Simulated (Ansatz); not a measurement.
# Electron scattering at the Σ5 (210) boundary in fcc Pt, starting shift (0.5, 0.5), part 3 of 3

How much does the Σ5 (210) boundary in fcc Pt, starting shift (0.5, 0.5) reflect electrons?

Ansatz 0.2.0; Ansatz plane-wave DFT, PBE, PAW files; relaxation of a bicrystal slab with its lowest layers held; PAW set soft_1 (the session's first sound run).

So far. Step 3 (Transmission across the boundary): Over the solved energies the transmission per spin lies between 1.81 and 2.38, out of 4.58 channels of the lead on average (up to 5.25). Step 4 (Specific resistance): Averaged over the energies near the Fermi level, 46.2 % of the channels pass, which makes 0.563 fΩ m².

## 5. Single-crystal slab for reference

The free faces cost energy too. A single-crystal slab with the same faces and held layers is relaxed, so that they cancel.

This step: Ansatz plane-wave DFT, PBE, PAW files; relaxation of a single-crystal slab with its lowest layers held; PAW set soft_1 (Ansatz 0.2.0).

System of this step: Pt slab, plane (2, 1, 0). The cell holds 22 atoms: 22 Pt. Its edges and angles: a = 4.803 Å, b = 3.922 Å, c = 29.416 Å, α = 90.0°, β = 90.0°, γ = 65.9°. It derives from Pt. Vacuum lies along c.

The input, input.yaml:

```yaml
crystal:
  lattice:
    - [4.8032044366, 0.0, 0.0]
    - [1.6010681455, 3.58009721, 0.0]
    - [0.0, 0.0, 29.4157639274]
  atoms:
    - { symbol: Pt, position: [0.4, 0.3, 0.1699768876] }
    - { symbol: Pt, position: [0.0, 0.0, 0.1997888327] }
    - { symbol: Pt, position: [0.6, 0.7, 0.2296007779] }
    - { symbol: Pt, position: [0.2, 0.4, 0.259412723] }
    - { symbol: Pt, position: [0.8, 0.1, 0.2892246681] }
    - { symbol: Pt, position: [0.4, 0.8, 0.3190366132] }
    - { symbol: Pt, position: [0.0, 0.5, 0.3488485583] }
    - { symbol: Pt, position: [0.6, 0.2, 0.3786605034] }
    - { symbol: Pt, position: [0.2, 0.9, 0.4084724485] }
    - { symbol: Pt, position: [0.8, 0.6, 0.4382843936] }
    - { symbol: Pt, position: [0.4, 0.3, 0.4680963387] }
    - { symbol: Pt, position: [0.0, 0.0, 0.4979082838] }
    - { symbol: Pt, position: [0.6, 0.7, 0.5277202289] }
    - { symbol: Pt, position: [0.2, 0.4, 0.557532174] }
    - { symbol: Pt, position: [0.8, 0.1, 0.5873441191] }
    - { symbol: Pt, position: [0.4, 0.8, 0.6171560642] }
    - { symbol: Pt, position: [0.0, 0.5, 0.6469680093] }
    - { symbol: Pt, position: [0.6, 0.2, 0.6767799544] }
    - { symbol: Pt, position: [0.2, 0.9, 0.7065918995] }
    - { symbol: Pt, position: [0.8, 0.6, 0.7364038446] }
    - { symbol: Pt, position: [0.4, 0.3, 0.7662157897] }
    - { symbol: Pt, position: [0.0, 0.0, 0.7960277348] }
kpoints:
  mp_grid: { grid: [7, 7, 1] }
hamiltonian:
  xc: pbe
  pseudopotentials: { kind: paw, azcp: { folder: soft_1 } }
scf:
  occupations: { method: fermi_dirac, width: 0.1 }
relax:
  f_tol: 0.03
  max_steps: 80
  constraints: [{ sites: [0, 1, 2, 3] }]
```

Command:

```sh
$ ansatz run input.yaml --threads 4 --pin off --max-ram 15360MiB --backend cpu --events-out ev --progress --plain --runs-dir out
```

Numbers of over 12 decimals in the logs are rounded to 6 here.

Output:

```text
Warning: crystal.symmetry: narrowed to the stabiliser of the relax constraints — unitary ops 4 → 2; lowered at sites 0, 1, 2, 3, 18, 19, 20, 21 (the operations that carried what is held of a site onto what its image site leaves free; the constrained walk keeps no symmetry that its constraints do not admit)
[...]
Crystal: 22 atoms, lattice volume = 505.832 Å³
Basis set: ecut = 420 eV, 9823 PW (Γ), exchange–correlation on 72×54×400 points (8 copies of the dense FFT grid, shifted against one another)
Bands: 238, of which v1, the nominal top of the filled ones, is band 198 counted from 1 (197 counted from 0)
Symmetry: 2 space group operations
k-points: 16 of 49 (time reversal used)
[...]
SCF iter   1: F=—  HF=-275547.080053 eV  |F-HF|=—  |Δ(HF+E_count)|=         —  Δρ=7.23e-2  dr2=6.07e1  ethr=3.10e-3  ⟨swp⟩=6.1  Hψ=13861  notcnv=0  defer=113
[...]
SCF iter   9: F=-275539.598824 eV  HF=-275539.598836 eV  |F-HF|=1.22e-5  |Δ(HF+E_count)|=   6.49e-6  Δρ=2.88e-5  dr2=1.32e-5  ethr=5.68e-9  ⟨swp⟩=5.0  Hψ=13587  notcnv=0
SCF 1 converged in 9 iterations: F = -275539.598824 eV  dr2 = 1.32e-5
[...]
relax step   1: F+E_penalty+E_count = -275539.59882385 eV  Δ(F+E_penalty+E_count) = +0.000e0 eV  max|allowed force component| = 1.145e0 eV/Å  Δτ_max = 0.0000 Å  (9 SCF iters, dr2 threshold 2.25e-5 eV, accepted)
[...]
SCF iter   7: F=-275539.798354 eV  HF=-275539.798388 eV  |F-HF|=3.37e-5  |Δ(HF+E_count)|=   2.58e-5  Δρ=4.08e-5  dr2=3.70e-5  ethr=2.07e-8  ⟨swp⟩=2.8  Hψ=14388  notcnv=0
SCF 2 converged in 7 iterations: F = -275539.798354 eV  dr2 = 3.70e-5
relax step   2: F+E_penalty+E_count = -275539.79835422 eV  Δ(F+E_penalty+E_count) = -1.995e-1 eV  max|allowed force component| = 8.829e-1 eV/Å  Δτ_max = 0.1957 Å  (7 SCF iters, dr2 threshold 8.20e-5 eV, accepted)
[...]
SCF iter   8: F=-275539.937334 eV  HF=-275539.937340 eV  |F-HF|=5.31e-6  |Δ(HF+E_count)|=   2.57e-6  Δρ=1.68e-5  dr2=5.69e-6  ethr=1.23e-8  ⟨swp⟩=4.0  Hψ=10532  notcnv=0
SCF 3 converged in 8 iterations: F = -275539.937334 eV  dr2 = 5.69e-6
relax step   3: F+E_penalty+E_count = -275539.93733422 eV  Δ(F+E_penalty+E_count) = -1.390e-1 eV  max|allowed force component| = 3.591e-1 eV/Å  Δτ_max = 0.2000 Å  (8 SCF iters, dr2 threshold 4.87e-5 eV, accepted)
[...]
relax step   4: F+E_penalty+E_count = -275539.97926752 eV  Δ(F+E_penalty+E_count) = -4.193e-2 eV  max|allowed force component| = 4.685e-2 eV/Å  Δτ_max = 0.1840 Å  (8 SCF iters, dr2 threshold 2.13e-5 eV, accepted)
[...]
relax step   5: F+E_penalty+E_count = -275539.97932667 eV  Δ(F+E_penalty+E_count) = -5.915e-5 eV  max|allowed force component| = 6.620e-2 eV/Å  Δτ_max = 0.0436 Å  (9 SCF iters, accepted)
SCF iter   1: F=—  HF=-275539.982650 eV  |F-HF|=—  |Δ(HF+E_count)|=         —  Δρ=1.26e-3  dr2=8.95e-3  ethr=1.76e-5  ⟨swp⟩=2.8  Hψ=6769  notcnv=0  defer=302
[...]
SCF iter   8: F=-275539.980645 eV  HF=-275539.980645 eV  |F-HF|=1.18e-8  |Δ(HF+E_count)|=   1.44e-8  Δρ=1.21e-6  dr2=1.57e-8  ethr=2.53e-11  ⟨swp⟩=4.0  Hψ=10648  notcnv=0
SCF 6 converged in 8 iterations: F = -275539.980645 eV  dr2 = 1.57e-8
relax step   6: F+E_penalty+E_count = -275539.98064515 eV  Δ(F+E_penalty+E_count) = -1.318e-3 eV  max|allowed force component| = 7.979e-3 eV/Å  Δτ_max = 0.0217 Å  (8 SCF iters, accepted)
SCF converged after 8 iterations
Free energy (F): -275539.980645 eV
[...]
Internal energy: -275538.730329 eV  (E = F + TS)
E sigma→0 (E₀):  -275539.355487 eV
Entropy (-TS):   -1.250316 eV (-56.833 meV/atom)
Fermi energy:    13.447660 eV
[...]
--- Forces (eV/Å), atoms counted from 1 ---
  atom   1  Pt    -0.11734000     0.05247604     0.99495163
  atom   2  Pt     0.07301089    -0.03265146    -0.59076067
  atom   3  Pt     0.18058492    -0.08076003    -0.77360717
  atom   4  Pt    -0.12696910     0.05678231     0.37430704
  atom   5  Pt    -0.00111437     0.00049836     0.00023077
  atom   6  Pt    -0.00075650     0.00033832    -0.00059024
  atom   7  Pt     0.00075013    -0.00033547    -0.00031436
  atom   8  Pt     0.00098803    -0.00044186    -0.00098349
  atom   9  Pt     0.00064237    -0.00028727     0.00038449
  atom  10  Pt    -0.00128379     0.00057413    -0.00057111
  atom  11  Pt    -0.00242095     0.00108268     0.00122599
  atom  12  Pt    -0.00137203     0.00061359    -0.00009659
  atom  13  Pt    -0.00050081     0.00022397    -0.00393959
  atom  14  Pt    -0.00039543     0.00017684     0.00325554
  atom  15  Pt    -0.00029636     0.00013254    -0.00512448
  atom  16  Pt     0.00250772    -0.00112149    -0.00230742
  atom  17  Pt    -0.00326216     0.00145888    -0.00181758
  atom  18  Pt    -0.00797899     0.00356831     0.00781272
  atom  19  Pt     0.00225416    -0.00100809     0.00308661
  atom  20  Pt    -0.00061107     0.00027328    -0.00234617
  atom  21  Pt     0.00260732    -0.00116603    -0.00693590
  atom  22  Pt     0.00099173    -0.00044351     0.00414626
  max |Σ_I F_I| component: 3.57e-5 eV/Å
--- Relaxed structure (6 steps of the walk, 6 accepted, 0 SCFs on fresh bases) ---
  F+E_penalty+E_count = -275539.98064515 eV   max|allowed force component| = 7.979e-3 eV/Å
  atoms:
    - { symbol: Pt, position: [0.4, 0.3, 0.169977] }
    - { symbol: Pt, position: [0.0, 0.0, 0.199789] }
    - { symbol: Pt, position: [0.600000, 0.700000, 0.229601] }
    - { symbol: Pt, position: [0.200000, 0.400000, 0.259413] }
    - { symbol: Pt, position: [0.793185, 0.103407, 0.291282] }
    - { symbol: Pt, position: [0.393091, 0.803454, 0.321940] }
    - { symbol: Pt, position: [-0.00410407, 0.502052, 0.351750] }
    - { symbol: Pt, position: [0.595959, 0.202021, 0.383196] }
    - { symbol: Pt, position: [0.196710, 0.901645, 0.413849] }
    - { symbol: Pt, position: [0.799741, 0.600129, 0.444284] }
    - { symbol: Pt, position: [0.401916, 0.299042, 0.475194] }
    - { symbol: Pt, position: [0.00206359, -0.0010318, 0.505804] }
    - { symbol: Pt, position: [0.604284, 0.697858, 0.536916] }
    - { symbol: Pt, position: [0.206882, 0.396559, 0.567009] }
    - { symbol: Pt, position: [0.807491, 0.096254, 0.597985] }
    - { symbol: Pt, position: [0.406676, 0.796662, 0.629076] }
    - { symbol: Pt, position: [0.00761709, 0.496191, 0.659257] }
    - { symbol: Pt, position: [0.613868, 0.193066, 0.690574] }
    - { symbol: Pt, position: [0.209631, 0.895184, 0.719267] }
    - { symbol: Pt, position: [0.790965, 0.604517, 0.754137] }
    - { symbol: Pt, position: [0.401097, 0.299452, 0.784215] }
    - { symbol: Pt, position: [0.010646, -0.00532321, 0.806357] }
```

It took 11 min on 4 threads of Arm Neoverse N1, shared host; peak memory 3 GiB.

The steps of the relaxation:

| step | energy less that of the first step (eV) | largest force component (eV/Å) |
| --- | --- | --- |
| 1 | 0.0000 | 1.1455 |
| 2 | -0.1995 | 0.8829 |
| 3 | -0.3385 | 0.3591 |
| 4 | -0.3804 | 0.0468 |
| 5 | -0.3805 | 0.0662 |
| 6 | -0.3818 | 0.0080 |

The atoms that moved most (Å):

| atom | dx | dy | dz | length |
| --- | --- | --- | --- | --- |
| Pt21 | 0.004 | -0.002 | 0.529 | 0.529 |
| Pt20 | -0.036 | 0.016 | 0.522 | 0.523 |
| Pt18 | 0.056 | -0.025 | 0.406 | 0.410 |
| Pt19 | 0.039 | -0.017 | 0.373 | 0.375 |
| Pt17 | 0.030 | -0.014 | 0.361 | 0.363 |
| Pt16 | 0.027 | -0.012 | 0.351 | 0.352 |
| Pt15 | 0.030 | -0.013 | 0.313 | 0.315 |
| Pt22 | 0.043 | -0.019 | 0.304 | 0.307 |

The relaxed structure:

```xyz
22
Lattice="4.8032 0.0000 0.0000 1.6011 3.5801 0.0000 0.0000 0.0000 29.4158" Properties=species:S:1:pos:R:3
Pt    2.4016    1.0740    5.0000
Pt    0.0000    0.0000    5.8769
Pt    4.0027    2.5061    6.7539
Pt    1.6011    1.4320    7.6308
Pt    3.9754    0.3702    8.5683
Pt    3.1745    2.8764    9.4701
Pt    0.7841    1.7974   10.3470
Pt    3.1860    0.7233   11.2720
Pt    2.3884    3.2280   12.1737
Pt    4.8022    2.1485   13.0690
Pt    2.4093    1.0706   13.9782
Pt    0.0083   -0.0037   14.8786
Pt    4.0198    2.4984   15.7938
Pt    1.6286    1.4197   16.6790
Pt    4.0327    0.3446   17.5902
Pt    3.2289    2.8521   18.5048
Pt    0.8310    1.7764   19.3926
Pt    3.2576    0.6912   20.3138
Pt    2.4402    3.2048   21.1578
Pt    4.7670    2.1642   22.1835
Pt    2.4060    1.0721   23.0683
Pt    0.0426   -0.0191   23.7196
```

This step gave:

| Quantity | Value |
| --- | --- |
| free energy | -275539.9806 eV |
| energy at zero smearing | -275539.3555 eV |
| Fermi energy | 13.45 eV |

The largest force component on a free atom ends at 0.0080 eV/Å, under the tolerance of 0.03, after 6 steps.

## 6. Bulk reference

The perfect crystal gives the energy per atom, for the atoms by which bicrystal and slab differ.

This step: Ansatz plane-wave DFT, PBE, PAW files; bulk reference; PAW set soft_1 (Ansatz 0.2.0).

System of this step: Pt. Symmetry: Fm-3m, No. 225, cubic system. The conventional cell has a = 3.922 Å, b = 3.922 Å, c = 3.922 Å, α = 90.00°, β = 90.00°, γ = 90.00°. Pt has 12 Pt at 2.77 Å nearest.

input.yaml, the sections that differ from step 5:

```yaml
crystal:
  lattice:
    - [0.0, 1.9609, 1.9609]
    - [1.9609, 0.0, 1.9609]
    - [1.9609, 1.9609, 0.0]
  atoms:
    - { symbol: Pt, position: [0.0, 0.0, 0.0] }
kpoints:
  mp_grid: { grid: [19, 19, 19] }
# hamiltonian, scf: as in step 5
# relax: removed
```

Output:

```text
[...]
Crystal: 1 atoms, lattice volume = 15.080 Å³
Basis set: ecut = 420 eV, 283 PW (Γ)
Bands: 13, of which v1, the nominal top of the filled ones, is band 9 counted from 1 (8 counted from 0)
Symmetry: 48 space group operations
[...]
k-points: 220 of 6859
[...]
SCF iter   1: F=—  HF=-12525.052212 eV  |F-HF|=—  |Δ(HF+E_count)|=         —  Δρ=8.56e-2  dr2=1.05e0  ethr=3.10e-3  ⟨swp⟩=5.0  Hψ=14701  notcnv=0
[...]
SCF iter   6: F=-12524.721323 eV  HF=-12524.721323 eV  |F-HF|=2.77e-8  |Δ(HF+E_count)|=   2.88e-7  Δρ=1.66e-5  dr2=3.44e-8  ethr=5.56e-10  ⟨swp⟩=1.1  Hψ=7998  notcnv=0
SCF 1 converged in 6 iterations: F = -12524.721323 eV  dr2 = 3.44e-8
[...]
SCF converged after 6 iterations
Free energy (F): -12524.721323 eV
[...]
Internal energy: -12524.667168 eV  (E = F + TS)
E sigma→0 (E₀):  -12524.694245 eV
Entropy (-TS):   -0.054155 eV (-54.155 meV/atom)
Fermi energy:    23.406650 eV
[...]
```

Elapsed: 0.98 s, on 4 threads; peak memory 0.28 GiB.

Numbers from this step:

```yaml
free_energy: -12524.7213 eV
energy_at_zero_smearing: -12524.6942 eV
fermi_energy: 23.41 eV
```

## 7. Boundary energy

This step: Ansatz plane-wave DFT, PBE, PAW files; bicrystal less single-crystal slab less bulk atoms, a boundary area; PAW set soft_1 (Ansatz 0.2.0).

Numbers from this step:

```
excess energy of the cell : 0.9867 eV
boundary energy           : 0.9193 J/m²
```

The boundary costs 0.92 J/m².

By hand: 0.987 eV / 17.20 Å² × 16.02 = 0.919 J/m².

## 8. Outcome

```
specific resistance of the boundary : 0.563 fΩ m²
share of channels that pass         : 0.462
boundary energy                     : 0.919 J/m²
```

What this shows: The boundary has a specific resistance of 0.56 fΩ m² and an energy of 0.92 J/m². The boundary reflects 54 % of the channels; 0.56 fΩ m² is 5.6×10⁻¹² Ω·cm². That equals the resistance of 5.2 nm of bulk Pt at 300 K (measured 10.8 µΩ cm, CRC Handbook of Chemistry and Physics, 84th ed., 2003, Electrical Resistivity of Pure Metals). In the relaxation the upper grain slid sideways by about 0.8 Å, so the result belongs to the position that it found, not to the starting one. One starting structure was relaxed; another shift or atom count at the boundary may lie lower. Spin-orbit coupling is left out, which matters for Pt.

[Logs are printed without paths, hosts, clocks, repeated set-up lines and the standing remarks that a program may print on its own settings, such as how far it seeks lower states.]

[Hosts, paths, dates, database ids (printed as entryN), source tags and the programs' standing remarks are cut or masked in the printed files.]
